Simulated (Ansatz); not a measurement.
# Changed inputs in constrained RPA: KVF3 (Pm-3m), part 2 of 2

What does U in KVF3 (Pm-3m) depend on besides the window?

Ansatz 0.2.0; constrained RPA on LDA, plane waves, PAW.

So far. Step 4 (Changed: 2×2×2 mesh): On the V t2g shell, screening brings the on-site interaction from 17.8 eV down to U = 6.99 eV.

## 8. Changed: potentials

The input, input.yaml:

```yaml
crystal:
  lattice:
    - [0.0, 0.0, -4.131]
    - [0.0, -4.131, 0.0]
    - [-4.131, 0.0, 0.0]
  atoms:
    - { symbol: K, position: [0.0, 0.0, 0.0] }
    - { symbol: V, position: [0.5, 0.5, 0.5] }
    - { symbol: F, position: [0.5, 0.5, 0.0] }
    - { symbol: F, position: [0.0, 0.5, 0.5] }
    - { symbol: F, position: [0.5, 0.0, 0.5] }
kpoints:
  mp_grid: { grid: [8, 8, 8] }
hamiltonian:
  xc: lda
  pseudopotentials: { kind: paw, source: ansatz }
scf:
  occupations: { method: gaussian, width: 0.08 }
  n_extra_bands: 19
  max_iter: 150
output:
  crpa:
    kmesh: [4, 4, 4]
    target_bands: [v2, c1]
    projections: [{ species: V, l: d, shell: 3, orbitals: [dxz, dyz, dxy] }]
```

Command:

```
> ansatz run input.yaml --threads 4 --pin off --max-ram 9216MiB --backend cpu --events-out ev --progress --plain --runs-dir out
```

Numbers of over 12 decimals in the logs are rounded to 6 here.

Log:

```text
[...]
Crystal: 5 atoms, lattice volume = 70.496 Å³
Basis set: ecut = 1050 eV, 5449 PW (Γ)
Bands: 41, of which v1, the nominal top of the filled ones, is band 22 counted from 1 (21 counted from 0)
Symmetry: 48 space group operations
[...]
k-points: 35 of 512
[...]
k-point 34: bands = [... 18 lower, 2.3829, 2.3829, 9.6751, 9.6751, 9.6751, 11.6827, 11.6827, 12.7596, ... 15 higher]
[...]
χ-basis size per q: N_G = 236..280
[...]
Site 1, 3D, 3 of 5 d orbitals (Wannier functions 1, 2, 3; wannier90's mr 2, 3, 5):
      screened: U = 6.6486 eV, U' = 5.6460 eV, J = 0.4717 eV
      screened, to within: U = 5.7e-3 eV, U' = 5.7e-3 eV, J = 6.3e-4 eV
      bare: V = 17.5733 eV, V' = 16.2854 eV, J = 0.6423 eV
[...]
[key lines of the parts left out:]
SCF converged after 11 iterations
Free energy (F): -6741.222078 eV
Fermi energy:    9.137410 eV
```

Elapsed: 3.1 min, on 4 threads of Arm Neoverse V1, shared host; peak memory 1.1 GiB.

This step gave:

* U: 6.649 eV
* U prime (inter-orbital): 5.646 eV
* J: 0.4717 eV
* bare V: 17.57 eV
* bare J: 0.6423 eV
* stated bound on U: 0.005685 eV
* U over bare V: 0.3783
* electrons in the window: 3.000
* head of the constrained inverse dielectric matrix: 0.3890
* least eigenvalue of the projection's overlap: 0.8883
* target functions: 3
* bands in the sums: 46
* width of the target bands: 1.214 eV
* weight of the projected orbitals in the window: 0.9324

On the V t2g shell, screening brings the on-site interaction from 17.6 eV down to U = 6.65 eV.

## 9. Changed: volume -6 %

The cell differs from the one that the last finished run ended in (a 4.131 → 4.047 Å, b 4.131 → 4.047 Å, c 4.131 → 4.047 Å).

Changes to input.yaml since step 8:

```diff
@@ -2,5 +2,5 @@
   lattice:
-    - [0.0, 0.0, -4.131]
-    - [0.0, -4.131, 0.0]
-    - [-4.131, 0.0, 0.0]
+    - [0.0, 0.0, -4.0466702151]
+    - [0.0, -4.0466702151, 0.0]
+    - [-4.0466702151, 0.0, 0.0]
   atoms:
@@ -15,3 +15,2 @@
   xc: lda
-  pseudopotentials: { kind: paw, source: ansatz }
 scf:
@@ -25 +24,6 @@
     projections: [{ species: V, l: d, shell: 3, orbitals: [dxz, dyz, dxy] }]
+  local_orbitals:
+    kmesh: [8, 8, 8]
+    orbitals: [{ species: V, l: d, shell: 3, orbitals: [dxz, dyz, dxy] }]
+    window: { bands: [v2, c1] }
+    seedname: lo
```

Log:

```text
[...]
Crystal: 5 atoms, lattice volume = 66.266 Å³
Basis set: ecut = 420 eV, 1309 PW (Γ)
Bands: 41, of which v1, the nominal top of the filled ones, is band 22 counted from 1 (21 counted from 0)
Symmetry: 48 space group operations
[...]
k-points: 35 of 512
[...]
k-point 34: bands = [... 18 lower, 3.0056, 3.0056, 10.6786, 10.6786, 10.6786, 12.8920, 12.8920, 13.6398, ... 15 higher]
[...]
χ-basis size per q: N_G = 232..280
[...]
Site 1, 3D, 3 of 5 d orbitals (Wannier functions 1, 2, 3; wannier90's mr 2, 3, 5):
      screened: U = 6.6068 eV, U' = 5.6105 eV, J = 0.4731 eV
      screened, to within: U = 5.3e-3 eV, U' = 5.3e-3 eV, J = 6.0e-4 eV
      bare: V = 17.4929 eV, V' = 16.2135 eV, J = 0.6381 eV
[...]
[key lines of the parts left out:]
SCF converged after 8 iterations
Free energy (F): -6741.546944 eV
Fermi energy:    10.069844 eV
```

Run time: 51 s. Hardware: 4 threads; peak memory 0.56 GiB; 3.2 min of CPU time.

This step gave:

* U: 6.607 eV
* U prime (inter-orbital): 5.611 eV
* J: 0.4731 eV
* bare V: 17.49 eV
* bare J: 0.6381 eV
* stated bound on U: 0.005230 eV
* U over bare V: 0.3777
* electrons in the window: 3.000
* head of the constrained inverse dielectric matrix: 0.3858
* least eigenvalue of the projection's overlap: 0.8824
* target functions: 3
* bands in the sums: 46
* r.m.s. miss of the model bands: 3.48e-5 eV
* width of the target bands: 1.383 eV
* weight of the projected orbitals in the window: 0.9269

On the V t2g shell, screening brings the on-site interaction from 17.5 eV down to U = 6.61 eV.

## 10. Changed: potentials

This step: constrained RPA on LDA, plane waves, norm-conserving pseudopotentials.

The input, input.yaml:

```yaml
crystal:
  lattice:
    - [0.0, 0.0, -4.131]
    - [0.0, -4.131, 0.0]
    - [-4.131, 0.0, 0.0]
  atoms:
    - { symbol: K, position: [0.0, 0.0, 0.0] }
    - { symbol: V, position: [0.5, 0.5, 0.5] }
    - { symbol: F, position: [0.5, 0.5, 0.0] }
    - { symbol: F, position: [0.0, 0.5, 0.5] }
    - { symbol: F, position: [0.5, 0.0, 0.5] }
kpoints:
  mp_grid: { grid: [8, 8, 8] }
hamiltonian:
  xc: lda
  pseudopotentials: { kind: nc }
scf:
  occupations: { method: gaussian, width: 0.08 }
  n_extra_bands: 19
  max_iter: 150
output:
  crpa:
    kmesh: [4, 4, 4]
    target_bands: [v2, c1]
    projections: [{ species: V, l: d, shell: 3, orbitals: [dxz, dyz, dxy] }]
```

Log:

```text
[...]
Crystal: 5 atoms, lattice volume = 70.496 Å³
Basis set: ecut = 1142.878222 eV, 6187 PW (Γ)
Bands: 41, of which v1, the nominal top of the filled ones, is band 22 counted from 1 (21 counted from 0)
Symmetry: 48 space group operations
[...]
k-points: 35 of 512
[...]
k-point 34: bands = [... 18 lower, 2.4833, 2.4833, 9.7768, 9.7768, 9.7768, 11.7528, 11.7528, 12.8782, ... 15 higher]
[...]
χ-basis size per q: N_G = 236..280
[...]
Site 1, 3D, 3 of 5 d orbitals (Wannier functions 1, 2, 3; wannier90's mr 2, 3, 5):
      screened: U = 6.6609 eV, U' = 5.6579 eV, J = 0.4711 eV
      screened, to within: U = 6.4e-3 eV, U' = 6.4e-3 eV, J = 6.5e-4 eV
      bare: V = 17.5952 eV, V' = 16.3066 eV, J = 0.6424 eV
[...]
[key lines of the parts left out:]
SCF converged after 13 iterations
Free energy (F): -4832.418543 eV
Fermi energy:    9.241638 eV
```

The job ended after 3 min (4 threads; peak memory 1.1 GiB).

Numbers from this step:

| Item | Value |
| --- | --- |
| U | 6.661 eV |
| U prime (inter-orbital) | 5.658 eV |
| J | 0.4711 eV |
| bare V | 17.60 eV |
| bare J | 0.6424 eV |
| stated bound on U | 0.006301 eV |
| U over bare V | 0.3786 |
| electrons in the window | 3.000 |
| head of the constrained inverse dielectric matrix | 0.3893 |
| least eigenvalue of the projection's overlap | 0.8894 |
| target functions | 3 |
| bands in the sums | 46 |
| width of the target bands | 1.207 eV |
| weight of the projected orbitals in the window | 0.9332 |

On the V t2g shell, screening brings the on-site interaction from 17.6 eV down to U = 6.66 eV.

## 11. Side by side

Times are wall times on 4 threads of Arm Neoverse V1, shared host, good to a factor of about two.

| run | bare V (eV) | U (eV) | J (eV) | bound on U (eV) | width (eV) | time |
| --- | --- | --- | --- | --- | --- | --- |
| target window | 17.58 | 6.657 | 0.474 | 0.0052 | 1.21 | 52 s |
| 6×6×6 mesh | 17.57 | 6.668 | 0.474 | 0.0052 | 1.21 | 5.3 min |
| 2×2×2 mesh | 17.77 | 6.994 | 0.473 | 0.0060 | 1.21 | 8.1 s |
| potentials | 17.57 | 6.649 | 0.472 | 0.0057 | 1.21 | 3.1 min |
| volume -6 % | 17.49 | 6.607 | 0.473 | 0.0052 | 1.38 | 51 s |
| potentials | 17.60 | 6.661 | 0.471 | 0.0063 | 1.21 | 3 min |

## 12. Outcome

```json
{
 "target window": "U 6.66 eV, J 0.47 eV",
 "6×6×6 mesh": "U 6.67 eV, J 0.47 eV",
 "2×2×2 mesh": "U 6.99 eV, J 0.47 eV",
 "potentials": "U 6.66 eV, J 0.47 eV",
 "volume -6 %": "U 6.61 eV, J 0.47 eV"
}
```

What this shows: 6×6×6 mesh moves U by +0.01 eV at 6.1 times the time. 2×2×2 mesh moves U by +0.34 eV at 0.16 times the time. Potentials moves U by −0.01 eV (within the solver's bounds, for the mean over orbitals) at 3.5 times the time. Volume -6 % moves U by −0.05 eV. Potentials moves U by +0.004 eV (within the solver's bounds, for the mean over orbitals) at 3.4 times the time. The printed bound covers the solver alone, not the mesh. The parent state is non-magnetic and the interaction static (zero frequency); U depends on the window and the orbitals, so it belongs to this model alone.

[Paths, hosts, dates, memory and timing lines, banners, echoed tables and standing remarks are left out of the program output.]

[Logs are printed without paths, hosts, clocks, repeated set-up lines and the standing remarks that a program may print on its own settings, such as how far it seeks lower states.]

[Runs of the session that timed out or met a known fault of the program may be left out.]

[Hosts, paths, dates, database ids (printed as entryN), source tags and the programs' standing remarks are cut or masked in the printed files.]
